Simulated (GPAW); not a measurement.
# Conductance along a series: segments of Si in a Ge chain, part 2 of 3

How does transport respond as one structural variable is stepped? The junctions: segments of Si in a Ge chain.

GPAW 26.7.0; GPAW LCAO, PAW setups; Landauer transmission from Green's functions with principal layers (ASE), zero bias.

So far, transmission at the Fermi level (one spin): step 2 (member of the series, foreign atoms 1) 2.96; step 3 (12 atoms, foreign atoms 2) 2.89; step 4 (13 atoms, foreign atoms 3) 2.82; step 5 (14 atoms, foreign atoms 4) 2.82.

### 6. Junction, 15 atoms: segment atoms = 5

System of this step: 5 Si atoms in a Ge chain. The cell holds 15 atoms: 10 Ge and 5 Si. Its edges and angles: a = 9.000 Å, b = 9.000 Å, c = 34.480 Å, α = 90.0°, β = 90.0°, γ = 90.0°. Regions: left lead, 5 atoms (5 Ge); channel, 5 atoms (5 Si); right lead, 5 atoms (5 Ge). Vacuum lies along a and b. The structure is stacked along c, and the current runs across the ab planes.

run.py reads:

```python
import json
import numpy as np
from ase import Atoms
from ase.transport.calculators import TransportCalculator
from gpaw import GPAW, FermiDirac
from gpaw.lcao.tools import get_lcao_hamiltonian
from scipy.linalg import eigh

# The junction with lead layers at both ends, along the third cell vector
device = Atoms(
    ['Ge', 'Ge', 'Ge', 'Ge', 'Ge', 'Si', 'Si', 'Si', 'Si', 'Si', 'Ge', 'Ge', 'Ge', 'Ge', 'Ge'],
    positions=[
        [4.50000, 4.50000, 1.17500],
        [4.50000, 4.50000, 3.52500],
        [4.50000, 4.50000, 5.87500],
        [4.50000, 4.50000, 8.22500],
        [4.50000, 4.50000, 10.57500],
        [4.50000, 4.50000, 12.84010],
        [4.50000, 4.50000, 15.04010],
        [4.50000, 4.50000, 17.24010],
        [4.50000, 4.50000, 19.44010],
        [4.50000, 4.50000, 21.64010],
        [4.50000, 4.50000, 23.90520],
        [4.50000, 4.50000, 26.25520],
        [4.50000, 4.50000, 28.60520],
        [4.50000, 4.50000, 30.95520],
        [4.50000, 4.50000, 33.30520]],
    cell=[[9.0, 0.0, 0.0], [0.0, 9.0, 0.0], [0.0, 0.0, 34.4802]],
    pbc=True)

# One principal layer of the lead: the first 3 atoms of the device
lead = Atoms(
    ['Ge', 'Ge', 'Ge'],
    positions=[
        [4.50000, 4.50000, 1.17500],
        [4.50000, 4.50000, 3.52500],
        [4.50000, 4.50000, 5.87500]],
    cell=[[9.0, 0.0, 0.0], [0.0, 9.0, 0.0], [0.0, 0.0, 7.05]],
    pbc=True)

settings = dict(mode='lcao', basis='dzp', xc='LDA', h=0.2,
                occupations=FermiDirac(0.1), maxiter=250,
                mixer=dict(beta=0.1, nmaxold=8, weight=100.0),
                convergence=dict(density=0.0001))
energies = np.arange(-2, 2 + 1e-9, 0.05)
eta = 0.0001
n1, n2 = 1, 1
# k and -k transmit alike, so half of the mesh across the current serves
mesh = [(i, j) for i in range(n1) for j in range(n2) if (i, j) <= (-i % n1, -j % n2)]
weights = np.array([1 if (i, j) == (-i % n1, -j % n2) else 2 for i, j in mesh]) / (n1 * n2)


def ground_state(atoms, size, txt):
    atoms.calc = GPAW(kpts={'size': size, 'gamma': True}, symmetry={'tolerance': 1e-3}, txt=txt, **settings)
    atoms.get_potential_energy()
    return atoms.calc.get_fermi_level()


def blocks(atoms, fermi, points, nz, cells):
    """H - E_F S and S between cell 0 and the cells above it, at each point across the current."""
    kz = np.arange(nz) / nz
    calc = atoms.calc.fixed_density(kpts=[(*k, z) for k in points for z in kz], symmetry='off', txt=None)
    H, S = get_lcao_hamiltonian(calc)
    H = (H - fermi * S).reshape(len(H), len(points), nz, *S.shape[1:])
    S = S.reshape(H.shape[1:])
    phases = [np.exp(-2j * np.pi * kz * R) / nz for R in cells]
    return [(np.einsum('skzij,z->ksij', H, p), np.einsum('kzij,z->kij', S, p)) for p in phases]


def pair(a, b):
    return np.block([[a, b], [b.T.conj(), a]])


def count_channels(h, s, cells, nk=240):
    """Half the number of times that the lead's bands cross each energy, unfolded to its shortest repeat."""
    b = len(h) // cells
    bands = []
    for k in (np.arange(nk + 1) + 0.5) / nk:
        hk, sk = h[:b, :b].copy(), s[:b, :b].copy()
        for R in range(1, cells):
            phase, block = np.exp(2j * np.pi * k * R), slice(R * b, (R + 1) * b)
            hk += h[:b, block] * phase + (h[:b, block] * phase).T.conj()
            sk += s[:b, block] * phase + (s[:b, block] * phase).T.conj()
        bands.append(eigh(hk, sk, eigvals_only=True))
    below = np.array(bands)[:, :, None] < energies
    return (below[1:] != below[:-1]).sum((0, 1)) / 2


fermi_lead = ground_state(lead, (1, 1, 16), 'lead.txt')
fermi_device = ground_state(device, (1, 1, 3), 'device.txt')
T, channels, eigen, tail, misfit, shifts = [], [], [], 0.0, 0.0, []
for first in range(0, len(mesh), 493):
    points = [(i / n1, j / n2) for i, j in mesh[first:first + 493]]
    (H0k, S0k), (H1k, S1k), (H2k, _) = blocks(lead, fermi_lead, points, 5, range(3))
    [(Hk, Sk)] = blocks(device, fermi_device, points, 2, [0])
    tail = max(tail, abs(H2k).max())
    for H0, S0, H1, S1, H, S in zip(H0k, S0k, H1k, S1k, Hk, Sk):
        n = len(S0)
        # Shift the lead onto the potential of the device's first layer
        shift = ((H[:, 0, 0] - H0[:, 0, 0]) / S0[0, 0]).real.mean()
        shifts.append(shift)
        misfit = max(misfit, abs(H[:, :n, :n] - H0 - shift * S0).max())
        Tk, Ck, Ek = [], [], []
        for s in range(len(H)):
            t = s % len(H0)  # a lead without moments serves both spins
            h1, s1 = pair(H0[t] + shift * S0, H1[t] + shift * S1), pair(S0, S1)
            leads = dict(h1=h1, s1=s1, energies=energies, eta=eta, eta1=eta, eta2=eta)
            calc = TransportCalculator(h=H[s], s=S, eigenchannels=3, **leads)
            Tk.append(calc.get_transmission())
            Ek.append(np.sort(calc.eigenchannels_ne, axis=0)[::-1])
            Ck.append(count_channels(h1, s1, 6))
        T.append(Tk)
        channels.append(Ck)
        eigen.append(Ek)
T, channels = np.array(T), np.array(channels)
mean, open_channels = np.einsum('kse,k->se', T, weights), np.einsum('kse,k->se', channels, weights)

print(f'basis functions: device {len(S)}, principal layer {n}')
print(f'Fermi level: lead {fermi_lead:.4f} eV, device {fermi_device:.4f} eV; lead shifted by {np.mean(shifts):.4f} eV')
print(f'largest coupling past the next layer {tail:.2e} eV, largest misfit of the first layer {misfit:.3f} eV')
print('  E-E_F (eV)   ' + 'T (one spin)  channels')
for e, t, c in zip(energies, mean.T, open_channels.T):
    print(f'{e:10.3f}  ', *[f'{x:11.4e}' for x in t], *[f'{x:9.4f}' for x in c])

kT = 8.617333e-5 * 500
fine = np.linspace(energies[0], energies[-1], 4001)
both = np.exp(np.interp(fine, energies, np.log(np.maximum(mean.sum(0) * 2 / len(mean), 1e-30))))
fermi = lambda mu: 1 / (1 + np.exp(np.clip((fine - mu) / kT, -200, 200)))
slope = fermi(0) * (1 - fermi(0)) / kT
G = np.trapezoid(both * slope, fine) / 2
seebeck = -np.trapezoid(both * slope * fine, fine) / (2 * G * 500) * 1e6
print(f'conductance at 500 K: {G:.5g} G0 a cell; thermopower {seebeck:.4g} uV/K')
bias = [0.1, 0.2, 0.5, 1.0, 1.5, 2.0]
current = [38.74 * np.trapezoid(both * (fermi(V / 2) - fermi(-V / 2)), fine) for V in bias]
for V, I in zip(bias, current):
    print(f'current from the zero-bias T(E) at {V} V: {I:.5g} uA')
zero = abs(energies).argmin()
json.dump(dict(energies=energies.tolist(), T=mean.tolist(), channels=open_channels.tolist(), G=G, seebeck=seebeck,
               bias=bias, current=current, tail=tail, misfit=misfit, shift=np.mean(shifts), n_device=len(S), n_lead=n,
               fermi=[fermi_lead, fermi_device], energy=device.get_potential_energy(),
               moments=device.get_magnetic_moments().tolist(), mesh=mesh, weights=weights.tolist(),
               T_k=T[:, :, zero].tolist(), eigen=np.array(eigen[0]).tolist()), open('result.json', 'w'))
```

Started as:

```
$ OMP_NUM_THREADS=1 OPENBLAS_NUM_THREADS=1 python run.py
```

It took 61 s on 1 thread of Arm Neoverse N1, shared host; peak memory 1 GiB.

One spin. Transmission, zone mean against energy, zero at the Fermi level:

energy (eV), transmission, zone mean and a bar:
```
    -2.00       0.21 
    -1.85       0.23 
    -1.70       0.25 
    -1.60       0.27 #
    -1.45       0.30 #
    -1.30       0.33 #
    -1.15       0.38 ##
    -1.05       2.39 ########################
    -0.90       2.34 #######################
    -0.75       2.46 ########################
    -0.60       2.57 #########################
    -0.50       2.63 ##########################
    -0.35       2.70 ###########################
    -0.20       2.77 ############################
    -0.05       2.83 ############################
     0.00       2.85 #############################
     0.05       2.87 #############################
     0.20       2.92 #############################
     0.35       2.95 ##############################
     0.50       2.97 ##############################
     0.60       2.98 ##############################
     0.75       2.99 ##############################
     0.90       2.99 ##############################
     1.05       2.99 ##############################
     1.15       2.99 ##############################
     1.30       2.99 ##############################
     1.45       2.98 ##############################
     1.60       2.98 ##############################
     1.70       2.97 ##############################
     1.85       2.95 ##############################
     2.00       2.94 #############################
```

The conductance, 2.85 G₀, lies 1.3 % above that of the member before.

### 7. Member of the series, 16 atoms: segment atoms = 6

System of this step: 6 Si atoms in a Ge chain. The cell holds 16 atoms: 10 Ge and 6 Si. Its edges and angles: a = 9.000 Å, b = 9.000 Å, c = 36.680 Å, α = 90.0°, β = 90.0°, γ = 90.0°. Regions: left lead, 5 atoms (5 Ge); channel, 6 atoms (6 Si); right lead, 5 atoms (5 Ge). Vacuum lies along a and b. The structure is stacked along c, and the current runs across the ab planes.

Changes to run.py since step 6:

```diff
@@ -10,3 +10,3 @@
 device = Atoms(
-    ['Ge', 'Ge', 'Ge', 'Ge', 'Ge', 'Si', 'Si', 'Si', 'Si', 'Si', 'Ge', 'Ge', 'Ge', 'Ge', 'Ge'],
+    ['Ge', 'Ge', 'Ge', 'Ge', 'Ge', 'Si', 'Si', 'Si', 'Si', 'Si', 'Si', 'Ge', 'Ge', 'Ge', 'Ge', 'Ge'],
     positions=[
@@ -22,8 +22,9 @@
         [4.50000, 4.50000, 21.64010],
-        [4.50000, 4.50000, 23.90520],
-        [4.50000, 4.50000, 26.25520],
-        [4.50000, 4.50000, 28.60520],
-        [4.50000, 4.50000, 30.95520],
-        [4.50000, 4.50000, 33.30520]],
-    cell=[[9.0, 0.0, 0.0], [0.0, 9.0, 0.0], [0.0, 0.0, 34.4802]],
+        [4.50000, 4.50000, 23.84010],
+        [4.50000, 4.50000, 26.10520],
+        [4.50000, 4.50000, 28.45520],
+        [4.50000, 4.50000, 30.80520],
+        [4.50000, 4.50000, 33.15520],
+        [4.50000, 4.50000, 35.50520]],
+    cell=[[9.0, 0.0, 0.0], [0.0, 9.0, 0.0], [0.0, 0.0, 36.6802]],
     pbc=True)
@@ -89,6 +90,6 @@
 fermi_lead = ground_state(lead, (1, 1, 16), 'lead.txt')
-fermi_device = ground_state(device, (1, 1, 3), 'device.txt')
+fermi_device = ground_state(device, (1, 1, 2), 'device.txt')
 T, channels, eigen, tail, misfit, shifts = [], [], [], 0.0, 0.0, []
-for first in range(0, len(mesh), 493):
-    points = [(i / n1, j / n2) for i, j in mesh[first:first + 493]]
+for first in range(0, len(mesh), 434):
+    points = [(i / n1, j / n2) for i, j in mesh[first:first + 434]]
     (H0k, S0k), (H1k, S1k), (H2k, _) = blocks(lead, fermi_lead, points, 5, range(3))
```

Elapsed: 65 s, on 1 thread; peak memory 1.1 GiB.

One spin. The transmission, zone mean by energy, zero at the Fermi level:

| energy (eV) | transmission, zone mean |
| --- | --- |
| -2.000 | 0.127 |
| -1.800 | 0.148 |
| -1.600 | 0.178 |
| -1.400 | 0.219 |
| -1.200 | 0.275 |
| -1.000 | 1.95 |
| -0.800 | 2.41 |
| -0.600 | 2.57 |
| -0.400 | 2.71 |
| -0.200 | 2.84 |
| 0.000 | 2.93 |
| 0.200 | 2.98 |
| 0.400 | 3.00 |
| 0.600 | 2.99 |
| 0.800 | 2.98 |
| 1.000 | 2.96 |
| 1.200 | 2.94 |
| 1.400 | 2.94 |
| 1.600 | 2.96 |
| 1.800 | 2.97 |
| 2.000 | 2.98 |

The conductance, 2.93 G₀, lies 2.8 % above that of the member before.

### 8. Comparing the runs

Times are for 1 thread of Arm Neoverse N1, shared host. The runs compared:

| no. | foreign atoms | conductance (G₀) | time | memory (GiB) |
| --- | --- | --- | --- | --- |
| 1 | 1 | 2.961 | 40 s | 0.83 |
| 2 | 2 | 2.886 | 44 s | 0.89 |
| 3 | 3 | 2.825 | 50 s | 0.93 |
| 4 | 4 | 2.815 | 59 s | 0.97 |
| 5 | 5 | 2.850 | 61 s | 1.0 |
| 6 | 6 | 2.929 | 65 s | 1.1 |

The runs together. Transmission, zone mean against energy, zero at the Fermi level:

| energy (eV) | 1 | 2 | 3 | 4 | 5 | 6 |
| --- | --- | --- | --- | --- | --- | --- |
| -2.00 | 0.918 | 0.729 | 0.517 | 0.339 | 0.210 | 0.127 |
| -1.85 | 0.923 | 0.742 | 0.535 | 0.359 | 0.228 | 0.142 |
| -1.70 | 0.928 | 0.756 | 0.555 | 0.383 | 0.250 | 0.162 |
| -1.50 | 0.935 | 0.774 | 0.583 | 0.419 | 0.287 | 0.196 |
| -1.35 | 0.939 | 0.787 | 0.605 | 0.450 | 0.321 | 0.231 |
| -1.20 | 0.943 | 0.800 | 0.629 | 0.484 | 0.361 | 0.275 |
| -1.05 | 2.51 | 1.94 | 1.69 | 2.09 | 2.39 | 1.79 |
| -0.90 | 2.83 | 2.63 | 2.55 | 2.55 | 2.34 | 2.25 |
| -0.70 | 2.92 | 2.80 | 2.71 | 2.59 | 2.50 | 2.51 |
| -0.55 | 2.94 | 2.84 | 2.73 | 2.64 | 2.60 | 2.61 |
| -0.40 | 2.95 | 2.86 | 2.76 | 2.70 | 2.68 | 2.71 |
| -0.25 | 2.95 | 2.87 | 2.78 | 2.74 | 2.75 | 2.81 |
| -0.10 | 2.96 | 2.88 | 2.81 | 2.79 | 2.81 | 2.89 |
| 0.00 | 2.96 | 2.89 | 2.82 | 2.82 | 2.85 | 2.93 |
| 0.10 | 2.96 | 2.89 | 2.84 | 2.84 | 2.89 | 2.96 |
| 0.25 | 2.96 | 2.90 | 2.86 | 2.88 | 2.93 | 2.99 |
| 0.40 | 2.97 | 2.91 | 2.88 | 2.91 | 2.96 | 3.00 |
| 0.55 | 2.97 | 2.92 | 2.90 | 2.93 | 2.98 | 2.99 |
| 0.70 | 2.97 | 2.93 | 2.91 | 2.95 | 2.99 | 2.98 |
| 0.90 | 2.97 | 2.94 | 2.93 | 2.97 | 2.99 | 2.97 |
| 1.05 | 2.96 | 2.94 | 2.94 | 2.98 | 2.99 | 2.95 |
| 1.20 | 2.96 | 2.95 | 2.95 | 2.98 | 2.99 | 2.94 |
| 1.35 | 2.96 | 2.95 | 2.96 | 2.98 | 2.99 | 2.94 |
| 1.50 | 2.95 | 2.95 | 2.97 | 2.97 | 2.98 | 2.95 |
| 1.70 | 2.95 | 2.95 | 2.98 | 2.96 | 2.97 | 2.96 |
| 1.85 | 2.95 | 2.95 | 2.99 | 2.96 | 2.95 | 2.97 |
| 2.00 | 2.95 | 2.94 | 2.99 | 2.96 | 2.94 | 2.98 |

The runs together. Current through one cell, from the zero-bias transmission against bias:

| bias (V) | 1 (μA) | 2 (μA) | 3 (μA) | 4 (μA) | 5 (μA) | 6 (μA) |
| --- | --- | --- | --- | --- | --- | --- |
| 0.100 | 22.9 | 22.4 | 21.9 | 21.8 | 22.1 | 22.7 |
| 0.200 | 45.9 | 44.7 | 43.8 | 43.6 | 44.2 | 45.4 |
| 0.500 | 115 | 112 | 109 | 109 | 110 | 113 |
| 1.000 | 229 | 223 | 219 | 218 | 220 | 224 |
| 1.500 | 343 | 335 | 327 | 325 | 327 | 331 |
| 2.000 | 455 | 441 | 432 | 430 | 430 | 432 |

[end of part 2 of 3]

[Logs are printed without paths, hosts, clocks, repeated set-up lines and the standing remarks that a program may print on its own settings, such as how far it seeks lower states.]

[Hosts, paths, dates, database ids (printed as entryN), source tags and the programs' standing remarks are cut or masked in the printed files.]
